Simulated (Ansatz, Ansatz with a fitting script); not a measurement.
Planning a run of Ansatz 0.2.0 on AlN (F-43m). The input:

```yaml
crystal:
  lattice:
    - [0.0, 2.18399356, 2.18399356]
    - [2.18399356, 0.0, 2.18399356]
    - [2.18399356, 2.18399356, 0.0]
  atoms:
    - { symbol: Al, position: [0.0, 0.0, 0.0] }
    - { symbol: "N", position: [0.25, 0.25, 0.25] }
kpoints:
  mp_grid: { grid: [4, 4, 4] }
hamiltonian:
  xc: lda
  pseudopotentials: { kind: nc, xc_functional: pbe }
scf:
  occupations: { method: fixed }
  lower_state_search: "off"
  convergence: { dr2_threshold: 1.0e-09 }
output:
  rpa_energy:
    ecut_chi_ladder: [204, 238, 272, 306, 340]
    long_wavelength: optical_limit
    n_empty_bands: 296
basis:
  ecutwfc: 1240.0
  xc_grid: 3
```

```sh
ansatz run input.yaml --threads 8 --pin off --max-ram 18432MiB --backend cpu --events-out ev --progress --plain --runs-dir out
```

How long will it take on 8 threads of Arm Neoverse V1, shared host, and how much memory?

It took 16 s; on shared hardware allow 7.9 s to 31 s. Peak host memory was 2.2 GiB.

[Paths, hosts, dates, memory and timing lines, banners, echoed tables and standing remarks are left out of the program output.]

[Logs are printed without paths, hosts, clocks, repeated set-up lines and the standing remarks that a program may print on its own settings, such as how far it seeks lower states.]

[Runs of the session that timed out or met a known fault of the program may be left out.]

[Hosts, paths, dates, database ids (printed as entryN), source tags and the programs' standing remarks are cut or masked in the printed files.]
